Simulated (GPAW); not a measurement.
# MoS2: optical spectrum from first principles

Aim: the dielectric function of MoS2, and the optical constants that follow from it.

Method: DFT, LDA, plane-wave PAW (GPAW data sets), scalar-relativistic, RPA, optical limit, in GPAW 26.7.0.

## Step 1: Set-up

The structure is trigonal, space group R3m (No. 160). The conventional cell has a = 3.160 Å, b = 3.160 Å, c = 18.450 Å, α = 90.00°, β = 90.00°, γ = 120.00°. Mo has 6 S at 2.39 Å nearest. Nearest to S lie 3 Mo at 2.39 Å. Nearest to S lie 3 Mo at 2.39 Å. Farther neighbours and most contacts between anions are not listed.

## Step 2: Ground state

First the ground state: is it a metal or has it a gap?

This step: DFT, LDA, plane-wave PAW (GPAW data sets), scalar-relativistic, ground state (GPAW 26.7.0).

The input, gs.py:

```python
from ase import Atoms
from ase.dft.bandgap import bandgap
from gpaw import GPAW, PW, FermiDirac

atoms = Atoms(['Mo', 'S', 'S'],
              cell=[[1.579999999983, 0.912213425310, 6.150000000000],
                    [-1.579999999983, 0.912213425310, 6.150000000000],
                    [0.000000000000, -1.824426850620, 6.150000000000]],
              scaled_positions=[[0.000000000000, 0.000000000000, 0.000000000000],
                                [0.417000000000, 0.417000000000, 0.417000000000],
                                [0.250000000000, 0.250000000000, 0.250000000000]],
              pbc=[True, True, True])
atoms.calc = GPAW(mode=PW(450), xc='LDA', kpts={'size': (8, 8, 8), 'gamma': True},
                  occupations=FermiDirac(0.05), maxiter=150, txt='gs.txt')
print('energy (eV)', atoms.get_potential_energy())
print('Fermi level (eV)', atoms.calc.get_fermi_level())
print('valence electrons', atoms.calc.get_number_of_electrons())
print('gap (eV)', bandgap(atoms.calc, output=None)[0])
print('direct gap (eV)', bandgap(atoms.calc, direct=True, output=None)[0])
atoms.calc.write('gs.gpw')
```

On the command line:

```
$ OMP_NUM_THREADS=1 python gs.py
```

Numbers of over 12 decimals in the logs are rounded to 6 here.

Log:

```text
__  _  _
 | _ |_)|_||  |
 |__||  | ||/\| - 26.7.0

Versions:
  Python: 3.12.14
  ASE:    3.29.0
  Numpy:  2.5.5
  Scipy:  1.18.1
  Libxc:  7.0.0

Input parameters:
  mode=PW(ecut=450.000000),
  kpts=MonkhorstPack(size=(8, 8, 8), gamma=True),
  maxiter=150,
  occupations=Occupations(name='fermi-dirac', width=0.05, fixmagmom=False),
  xc=XC(name='LDA')

Diagonalizing LCAO Hamiltonian
Converting LCAO to pw mode

       S

       S

       Mo

Atoms  # Å, Bohr magnetons
|   | symbol |         x |         y |        z |    initial magnetic moments |
| 0 |     Mo |  0.000000 |  0.000000 | 0.000000 | ( 0.0000,  0.0000,  0.0000) |
| 1 |      S | -0.000000 | -0.000000 | 7.693650 | ( 0.0000,  0.0000,  0.0000) |
| 2 |      S |  0.000000 |  0.000000 | 4.612500 | ( 0.0000,  0.0000,  0.0000) |

Unit cell  # Å
| periodic |         x |         y |        z |  lengths |    angles |
|      yes |  1.580000 |  0.912213 | 6.150000 | 6.414907 | 28.517500 |
|      yes | -1.580000 |  0.912213 | 6.150000 | 6.414907 | 28.517500 |
|      yes |  0.000000 | -1.824427 | 6.150000 | 6.414907 | 28.517500 |

Number of symmetries: 6
Symmetry operations  # r_c * U_cc + t_c -> r_c
|   | kind |            matrix            |
| 0 |  E   |  1, 0, 0,  0, 1, 0,  0, 0, 1 |
| 1 |  σ   |  1, 0, 0,  0, 0, 1,  0, 1, 0 |
| 2 |  σ   |  0, 1, 0,  1, 0, 0,  0, 0, 1 |
| 3 |  C3  |  0, 1, 0,  0, 0, 1,  1, 0, 0 |
| 4 |  C3  |  0, 0, 1,  1, 0, 0,  0, 1, 0 |
| 5 |  σ   |  0, 0, 1,  0, 1, 0,  1, 0, 0 |

BZ-sampling:
  Number of BZ points: 512
  Number of IBZ points: 65

  Monkhorst-Pack size: [8, 8, 8]
  Monkhorst-Pack shift: [0.0625, 0.0625, 0.0625]

K-points  # in reciprocal-cell coordinates
|     |                                coordinates |     weight |
|   0 | (  0.00000000,   0.00000000,   0.00000000) | 0.00195312 |
|   1 | (  0.12500000,   0.00000000,  -0.12500000) | 0.01171875 |
|   2 | (  0.12500000,   0.00000000,   0.00000000) | 0.01171875 |
|   3 | (  0.12500000,   0.12500000,  -0.12500000) | 0.01171875 |
|   4 | (  0.12500000,   0.12500000,   0.00000000) | 0.01171875 |
|   5 | (  0.12500000,   0.12500000,   0.12500000) | 0.00390625 |
|   6 | (  0.25000000,  -0.12500000,  -0.12500000) | 0.01171875 |
|   7 | (  0.25000000,   0.00000000,  -0.25000000) | 0.01171875 |
|   8 | (  0.25000000,   0.00000000,  -0.12500000) | 0.02343750 |
|   9 | (  0.25000000,   0.00000000,   0.00000000) | 0.01171875 |
| ... |                                            |            |
|  64 | (  0.50000000,   0.50000000,   0.50000000) | 0.00195312 |

Plane wave coefficients: 1182
Cutoff: 450.000000 eV

Spin-components: 1 (collinear spins)
Bands:           20
Projectors:      16
Spin-degeneracy: 2
Datatype:        complex128

Parallelization:
  kpt:    1
  domain: 1
  band:   1

Density:
  Valence electrons: 26.0
  Components: 1
  Grid points: [32 32 32]
  Charge: 0.0  # |e|

Potential:
  Grid points: [32 32 32]

species:
  Mo:
    name:    Molybdenum
    id:
    Z:       42.0
    valence: 14
    core:    28
    charge:  0.0  # [|e|]
    compensation charges:
      type: gauss
      rc: 0.38  # [Å]
      lmax: 2
    cutoffs:
      filter: 2.16  # [Å]
      core: 1.42  # [Å]
    projectors
    | kind |    occ | energy [eV] | rcut [Å] |
    |   4s |  2.000 |     -64.384 |    1.238 |
    |   5s |  1.000 |      -4.319 |    1.238 |
    |   4p |  6.000 |     -38.595 |    1.296 |
    |   5p |  0.000 |      -1.161 |    1.296 |
    |   4d |  5.000 |      -3.933 |    1.296 |
    |    d |        |      23.278 |    1.296 |

    Using partial waves for Mo as LCAO basis

  S:
    name:    Sulfur
    id:
    Z:       16.0
    valence: 6
    core:    10
    charge:  0.0  # [|e|]
    compensation charges:
      type: gauss
      rc: 0.24  # [Å]
      lmax: 2
    cutoffs:
      filter: 1.77  # [Å]
      core: 1.66  # [Å]
    projectors
    | kind |    occ | energy [eV] | rcut [Å] |
    |   3s |  2.000 |     -17.278 |    0.974 |
    |   3p |  4.000 |      -7.106 |    0.979 |
    |    s |        |       9.933 |    0.974 |
    |    p |        |      20.105 |    0.979 |
    |    d |        |       0.000 |    0.900 |

    Using partial waves for S as LCAO basis

Reference energy: -131668.980924  # eV

eigensolver:
  PPCG
  Converge bands: occupied
  niter=2

density mixing:
  MSR1-Mixer
  Pratt-step length: 0.05
  Maximum mixing coefficient: 0.75
  Old densities: 10
  SVD Regularization: 0.005
  Good broyden scale: 1.0
  Trust region scale: 1.0
  Backstep threshold: 4.0
  History deletion threshold: 6.0
  Fourier metric: weight=20.0, sigma=0.015

occupation numbers:
  Fermi-Dirac:
    width: 0.0500  # eV

poisson solver:
  ecut: 3600.000000  # eV

xc functional:
  name: None

convergence criteria:
- Maximum [total energy] change in last 3 cyles: 0.0005 eV / valence electron
- Maximum integral of absolute [dens]ity change: 0.0001 electrons / valence electron
- Maximum integral of absolute [eigenst]ate change: 4e-08 eV^2 / valence electron
maximum number of iterations: 150

SCF iterations
|iter     |      energy | eigst |  dens |
|iter:   1||  -26.426126 | +0.37 |       |
|iter:   2||  -25.932490 | -1.37 | -1.00 |
|iter:   3||  -24.864409 | -1.01 | -1.06 |
|iter:   4||  -24.830337 | -2.23 | -1.54 |
|iter:   5||  -24.824954 | -3.11 | -1.87 |
|iter:   6||  -24.824344c| -3.88 | -2.55 |
|iter:   7||  -24.824261c| -4.70 | -2.96 |
|iter:   8||  -24.824232c| -5.31 | -3.32 |
|iter:   9||  -24.824228c| -6.17 | -3.65 |
|iter:  10||  -24.824228c| -7.79c| -4.44c|

Converged in 10 steps
SCF loop duration: 21.994 s (2.199 s/step)
Energy contributions relative to reference atoms: (reference = -131668.980924)

Energy contributions:
  Kinetic:           0.117747
  Coulomb:          -5.686666
  Zero:             -0.184861
  External:          0.000000
  Xc:              -19.070447
  Entropy:          -0.000002
  Spinorbit:         0.000000
  ----------------------------
  Free energy:     -24.824229
  Extrapolated:    -24.824228

dipole moment: (-0.000000, -0.000000, -86.451474)  # |e|*Ang

Fermi level: 8.526
Eigenvalues  # (at kpt = [0.000, 0.000, 0.000])
| band index |      eig [eV] | occ [0-2] |
|          0 |       -53.364 |     2.000 |
|        ... |               |           |
|          5 |        -5.234 |     2.000 |
|          6 |         1.088 |     2.000 |
|          7 |         4.641 |     2.000 |
|          8 |         4.641 |     2.000 |
|          9 |         5.779 |     2.000 |
|         10 |         5.779 |     2.000 |
|         11 |         6.856 |     2.000 |
|         12 |         6.910 |     2.000 |
|         13 |        10.116 |     0.000 |
|         14 |        10.116 |     0.000 |
|         15 |        10.551 |     0.000 |
|         16 |        10.551 |     0.000 |
|         17 |        13.494 |     0.000 |
|         18 |        16.070 |     0.000 |
|         19 |        16.390 |     0.000 |

Gap: 0.950 eV
Transition (v -> c):
  (s=0, k=64, n=12, [0.50, 0.50, 0.50]) -> (s=0, k=8, n=13, [0.25, 0.00, -0.12])
Direct/indirect transitions are different
Direct gap: 2.003 eV
Transition at: (s=0, k=22, n=12, [0.38, 0.00, -0.38])

--- standard output ---
energy (eV) -24.824228
Fermi level (eV) 8.526062
valence electrons 26.0
gap (eV) 0.950342
direct gap (eV) 2.003046
```

It took 26 s on 1 thread of Intel Xeon 6975P-C (Granite Rapids), shared host; peak memory 0.21 GiB.

Read-outs, printed or worked out from the files:

* energy: -24.82 eV
* Fermi energy: 8.526 eV
* gap on the k-mesh: 0.9503 eV
* direct gap on the mesh: 2.003 eV
* electrons: 26

There is a gap, 0.95 eV on this mesh (points off the mesh can give less), so no carriers' term is needed.

## Step 3: Bands for the response

At the fixed density, many empty bands are solved on the mesh of the response, since the spectrum sums over them.

This step: DFT, LDA, plane-wave PAW (GPAW data sets), scalar-relativistic, bands at fixed density (GPAW 26.7.0).

The input, nscf.py:

```python
from ase.dft.bandgap import bandgap
from gpaw import GPAW, FermiDirac

calc = GPAW('gs.gpw').fixed_density(kpts={'size': (18, 18, 18), 'gamma': True}, nbands=46, convergence={'bands': 40},
                                    occupations=FermiDirac(0.001), txt='nscf.txt')
print('gap (eV)', bandgap(calc, output=None)[0])
print('direct gap (eV)', bandgap(calc, direct=True, output=None)[0])
print('top band over the Fermi level (eV)', min(calc.get_eigenvalues(kpt=k)[39] for k in range(len(calc.get_ibz_k_points()))) - calc.get_fermi_level())
calc.write('full.gpw', mode='all')
```

On the command line:

```
$ OMP_NUM_THREADS=1 python nscf.py
```

Log:

```text
Diagonalizing LCAO Hamiltonian
Converting LCAO to pw mode
convergence criteria:
- Maximum integral of absolute [eigenst]ate change: 4e-08 eV^2 / valence electron
maximum number of iterations: 150

SCF iterations
|iter     |      energy | eigst |  dens |
|iter:   1||             | +3.34 |       |
|iter:   2||             | +2.02 |       |
|iter:   3||             | +1.09 |       |
|iter:   4||             | +0.15 |       |
|iter:   5||             | -0.71 |       |
|iter:   6||             | -1.56 |       |
|iter:   7||             | -2.36 |       |
|iter:   8||             | -3.23 |       |
|iter:   9||             | -4.07 |       |
|iter:  10||             | -4.97 |       |
|iter:  11||             | -5.81 |       |
|iter:  12||             | -6.68 |       |
|iter:  13||             | -7.29 |       |
|iter:  14||             | -7.76c|       |
SCF steps: 14
  __  _  _
 | _ |_)|_||  |
 |__||  | ||/\| - 26.7.0

Versions:
  Python: 3.12.14
  ASE:    3.29.0
  Numpy:  2.5.5
  Scipy:  1.18.1
  Libxc:  7.0.0

Input parameters:
  mode=PW(ecut=450.000000),
  convergence={'bands': 40},
  gpts=array([32, 32, 32]),
  kpts=MonkhorstPack(size=(18, 18, 18), gamma=True),
  maxiter=150,
  nbands=46,
  occupations=Occupations(name='fermi-dirac', width=0.001, fixmagmom=False),
  parallel={},
  xc=XC(name='LDA')

--- standard output ---
gap (eV) 0.862953
direct gap (eV) 1.693148
top band over the Fermi level (eV) 26.196272
```

Elapsed: 9.7 min, on 1 thread; peak memory 0.85 GiB.

Numbers from this step:

- gap on the k-mesh: 0.8630 eV
- direct gap on the mesh: 1.693 eV

## Step 4: Dielectric function, RPA

Local fields let the induced charge screen the field inside the cell, which as a rule lowers ε, most along directions where the density is uneven.

This step: DFT, LDA, plane-wave PAW (GPAW data sets), scalar-relativistic, RPA, optical limit (GPAW 26.7.0).

The input, df.py:

```python
from gpaw.response.df import DielectricFunction

df = DielectricFunction('full.gpw', frequencies={'type': 'nonlinear', 'domega0': 0.03, 'omega2': 8},
                        ecut=80,
                        eta=0.1,
                        nbands=40,
                        txt='df.txt')
for direction in ['x', 'z']:
    df.get_dielectric_function(xc='RPA', direction=direction, filename=f'df_{direction}.csv')
```

On the command line:

```
$ OMP_NUM_THREADS=1 python df.py
```

Log:

```text
Using integrator: PointIntegrator
NonLinearFrequencyDescriptor(from 0.000 to 90.926 eV, 532 points)
Nonperiodic BCs:  [False False False]
Using integrator: PointIntegrator
NonLinearFrequencyDescriptor(from 0.000 to 90.926 eV, 532 points)
Nonperiodic BCs:  [False False False]

Calculating chi0 body with:
    Ground state adapter containing:
    Number of spins: 1
    Number of kpoints: 5832
    Number of irreducible kpoints: 580
    Number of completely occupied states: 13
    Number of partially occupied states: 13

    Linear response parametrization:
    q_c: [0.0, 0.0, 0.0]
    Number of frequency points: 532
    Planewave cutoff: 80.0
    Number of bands: 40
    Number of planewaves: 87
    Broadening (eta): 0.1

Integrating chi0 body.

Symmetries of q_c:
    Direct symmetries (Uq -> q): 6
    Indirect symmetries (TUq -> q): 6
In total 12 allowed symmetries.

580 groups of equivalent kpoints. 90.054870% reduction.

Integral kind: spectral function

Calculating chi0 optical extensions with:
    Ground state adapter containing:
    Number of spins: 1
    Number of kpoints: 5832
    Number of irreducible kpoints: 580
    Number of completely occupied states: 13
    Number of partially occupied states: 13

    Linear response parametrization:
    Number of frequency points: 532
    Planewave cutoff: 80.0
    Number of bands: 40
    Number of planewaves: 87
    Broadening (eta): 0.1
Integrating chi0 head and wings.

Symmetries of q_c:
    Direct symmetries (Uq -> q): 6
    Indirect symmetries (TUq -> q): 6
In total 12 allowed symmetries.

580 groups of equivalent kpoints. 90.054870% reduction.

Integral kind: spectral function wings
```

The job ended after 2.4 min (1 thread; peak memory 0.5 GiB).

Numbers from this step:

```
electronic dielectric constant ε∞, mean over x, y and z (by symmetry where fewer were run) : 11.19
main peak of Im epsilon, first axis                                                        : 2.963 eV
```

Values under the direct gap are tails of Lorentzian lines. Table of Im ε by photon energy; read off at these points:

| photon energy (eV) | E ∥ x | E ∥ z |
| --- | --- | --- |
| 0.00 | 0 | 0 |
| 0.50 | 0.124 | 0.0277 |
| 1.00 | 0.323 | 0.0671 |
| 1.50 | 1.09 | 0.152 |
| 2.00 | 5.76 | 0.556 |
| 2.50 | 14.1 | 5.67 |
| 3.00 | 25.6 | 3.70 |
| 3.50 | 16.5 | 3.27 |
| 4.00 | 13.7 | 2.89 |
| 4.50 | 13.9 | 2.64 |
| 5.00 | 10.5 | 3.47 |
| 5.50 | 6.93 | 2.66 |
| 6.00 | 6.84 | 2.93 |
| 6.50 | 7.04 | 2.91 |
| 7.00 | 4.91 | 2.65 |
| 7.50 | 3.53 | 3.16 |
| 8.00 | 3.10 | 3.39 |
| 8.50 | 2.11 | 3.56 |
| 9.00 | 2.52 | 5.16 |
| 9.28 | 3.11 | 6.18 |
| 9.50 | 3.45 | 5.88 |
| 10.00 | 4.07 | 6.15 |
| 10.17 | 4.37 | 5.85 |
| 10.50 | 4.01 | 5.74 |
| 11.00 | 3.64 | 5.28 |
| 11.50 | 3.36 | 5.32 |
| 12.00 | 3.09 | 5.29 |
| 12.50 | 2.51 | 3.99 |
| 13.00 | 2.15 | 2.92 |
| 13.50 | 2.01 | 2.92 |
| 14.00 | 1.73 | 2.97 |
| 14.50 | 1.83 | 2.20 |
| 15.00 | 1.54 | 1.73 |
| 15.50 | 1.26 | 1.75 |
| 16.00 | 1.11 | 1.70 |
| 16.50 | 0.875 | 1.58 |
| 17.00 | 0.836 | 1.53 |
| 17.50 | 0.946 | 1.40 |
| 18.00 | 0.903 | 1.27 |
| 18.50 | 0.895 | 1.02 |
| 19.00 | 0.773 | 0.797 |
| 19.50 | 0.723 | 0.882 |

Table of Re ε by photon energy:

```csv
photon energy (eV),E ∥ x,E ∥ z
0,13.7,6.08
1,15.1,6.37
2,18.2,8.20
3,10.3,4.95
4,1.45,4.76
5,-2.08,3.98
6,-1.33,4.12
7,-2.76,4.17
8,-1.93,3.87
9,0.740,5.11
10,0.990,2.08
11,-0.579,0.951
12,-1.05,-0.845
13,-1.05,-1.29
14,-0.799,-1.19
15,-0.759,-0.846
16,-0.728,-0.580
17,-0.273,-0.557
18,-0.271,-0.618
19,-0.271,-0.394
```

Values under the direct gap are tails of Lorentzian lines. Im ε, E ∥ x against photon energy; read off at these points:

| photon energy (eV) | without local fields | with local fields |
| --- | --- | --- |
| 0.00 | 0 | 0 |
| 0.50 | 0.143 | 0.124 |
| 1.00 | 0.378 | 0.323 |
| 1.50 | 1.35 | 1.09 |
| 1.91 | 8.22 | 6.40 |
| 2.00 | 6.99 | 5.76 |
| 2.50 | 19.7 | 14.1 |
| 2.86 | 25.9 | 24.5 |
| 3.00 | 23.1 | 25.6 |
| 3.50 | 14.6 | 16.5 |
| 4.00 | 13.6 | 13.7 |
| 4.50 | 15.0 | 13.9 |
| 5.00 | 11.8 | 10.5 |
| 5.50 | 7.87 | 6.93 |
| 6.00 | 7.68 | 6.84 |
| 6.50 | 7.23 | 7.04 |
| 7.00 | 4.91 | 4.91 |
| 7.50 | 3.70 | 3.53 |
| 8.00 | 2.88 | 3.10 |
| 8.50 | 2.11 | 2.11 |
| 9.00 | 2.74 | 2.52 |
| 9.50 | 4.02 | 3.45 |
| 10.00 | 5.11 | 4.07 |
| 10.17 | 5.45 | 4.37 |
| 10.50 | 4.90 | 4.01 |
| 11.00 | 4.51 | 3.64 |
| 11.50 | 4.19 | 3.36 |
| 12.00 | 3.77 | 3.09 |
| 12.50 | 3.00 | 2.51 |
| 13.00 | 2.55 | 2.15 |
| 13.50 | 2.48 | 2.01 |
| 14.00 | 2.12 | 1.73 |
| 14.50 | 2.06 | 1.83 |
| 15.00 | 1.81 | 1.54 |
| 15.50 | 1.42 | 1.26 |
| 16.00 | 1.17 | 1.11 |
| 16.50 | 1.01 | 0.875 |
| 17.00 | 0.818 | 0.836 |
| 17.50 | 0.732 | 0.946 |
| 18.00 | 0.569 | 0.903 |
| 18.50 | 0.467 | 0.895 |
| 19.00 | 0.388 | 0.773 |
| 19.50 | 0.350 | 0.723 |

The loss function −Im 1/ε at q → 0 has structure finer than the step of the table below, so its rows give means over 1 eV, whole bins alone (the curve runs from 0 to 19.9 eV). Peaks (eV: height): E ∥ x 8.5: 0.472; E ∥ z 19.2: 1.10.

Values under the direct gap are tails of Lorentzian lines. Loss function −Im 1/ε at q → 0 against energy loss; means over each step:

| energy loss (eV) | E ∥ x | E ∥ z |
| --- | --- | --- |
| 1 | 0.00157 | 0.00175 |
| 2 | 0.0114 | 0.0159 |
| 3 | 0.0362 | 0.0944 |
| 4 | 0.0713 | 0.103 |
| 5 | 0.0965 | 0.115 |
| 6 | 0.140 | 0.120 |
| 7 | 0.167 | 0.118 |
| 8 | 0.299 | 0.117 |
| 9 | 0.369 | 0.108 |
| 10 | 0.256 | 0.148 |
| 11 | 0.271 | 0.179 |
| 12 | 0.296 | 0.199 |
| 13 | 0.374 | 0.287 |
| 14 | 0.454 | 0.312 |
| 15 | 0.493 | 0.450 |
| 16 | 0.647 | 0.536 |
| 17 | 1.00 | 0.585 |
| 18 | 1.01 | 0.645 |
| 19 | 1.13 | 0.951 |

The reflectivity at normal incidence has structure finer than the step of the table below, so its rows give means over 1 eV, whole bins alone (the curve runs from 0 to 19.9 eV). Peaks (eV: height): E ∥ x 3.1: 53.5, 4.6: 49.0, 6.9: 47.0, 8.0: 43.4, 12.3: 36.1, 15.3: 37.4; E ∥ z 2.4: 29.3, 12.8: 38.4, 14.1: 36.8, 18.6: 36.1.

Table of reflectivity at normal incidence by photon energy; means over each step:

```
photon energy (eV)  E ∥ x (%)  E ∥ z (%)
                 1       35.2       18.8
                 2       41.9       24.2
                 3       50.9       21.8
                 4       45.7       17.9
                 5       47.1       17.5
                 6       40.5       17.0
                 7       44.7       16.7
                 8       36.7       18.7
                 9       18.8       24.2
                10       24.3       28.1
                11       30.1       29.5
                12       33.7       34.6
                13       34.5       34.3
                14       32.2       34.0
                15       35.1       33.0
                16       36.4       28.3
                17       28.3       28.1
                18       24.5       31.5
                19       26.5       30.7
```

From ε follow the optical constants at some laser and lamp lines:

| wavelength (nm) | n x | k x | R (%) x | 1/α x | n z | k z | R (%) z | 1/α z |
| --- | --- | --- | --- | --- | --- | --- | --- | --- |
| 1550 | 3.82 | 0.030 | 34.2 | 4.2 µm | 2.50 | 0.010 | 18.4 | 13 µm |
| 1064 | 3.96 | 0.056 | 35.7 | 1.5 µm | 2.55 | 0.017 | 19.1 | 5.0 µm |
| 800 | 4.28 | 0.160 | 38.7 | 398 nm | 2.64 | 0.032 | 20.3 | 2.0 µm |
| 532 | 4.91 | 0.850 | 44.9 | 50 nm | 3.22 | 0.561 | 28.9 | 75 nm |
| 450 | 5.00 | 2.111 | 50.6 | 17 nm | 2.45 | 0.906 | 22.9 | 40 nm |
| 405 | 4.09 | 3.040 | 53.5 | 11 nm | 2.34 | 0.760 | 20.2 | 42 nm |
| 365 | 3.23 | 2.794 | 49.7 | 10 nm | 2.28 | 0.802 | 20.0 | 36 nm |

Below the direct gap, k and the depth come from the tails of the Lorentzian lines, not from transitions.

Rows near the edge hang on the gap, which this functional as a rule makes too small, and phonon-assisted absorption is left out.

## Step 5: Summary of results

| Item | Value |
| --- | --- |
| electronic dielectric constant ε∞, mean over x, y and z (by symmetry where fewer were run) (RPA) | 11.2 |
| main peak of Im epsilon, first axis | 2.96 eV |

What this shows: At this level (LDA, RPA) MoS2 has a mean ε∞ = 11.2 and n = 3.82 at 1550 nm (E ∥ x), and Im ε peaks at 3.0 eV (E ∥ x). On the mesh the gap is 0.86 eV and the least direct gap 1.69 eV, so on this mesh the band edges lie at different points. Local fields change the static value along x from 14.76 to 13.75 (-7 %). Distinct maxima of Im ε, read by a parabola through the highest points, lie at 1.94 eV (6.7), 2.96 eV (26), 4.46 eV (14) and 10.16 eV (4.4) for E ∥ x. The static values by axis are 13.75 (x), 6.08 (z). Excitons and phonon-assisted transitions are missing; LDA gaps are as a rule too small, which pulls the onset down and ε∞ up. The sum runs over mesh points, so small or evenly spaced maxima can still be ripples of the mesh. In this version of GPAW the matrix elements of the optical limit are incomplete, which can lower ε − 1 by up to a tenth where first-row anions or d states rule, and shift it by more in d metals.

[Machine, clock and banner lines and Python warnings are left out of the logs.]

[Logs are printed without paths, hosts, clocks, repeated set-up lines and the standing remarks that a program may print on its own settings, such as how far it seeks lower states.]

[Hosts, paths, dates, database ids (printed as entryN), source tags and the programs' standing remarks are cut or masked in the printed files.]
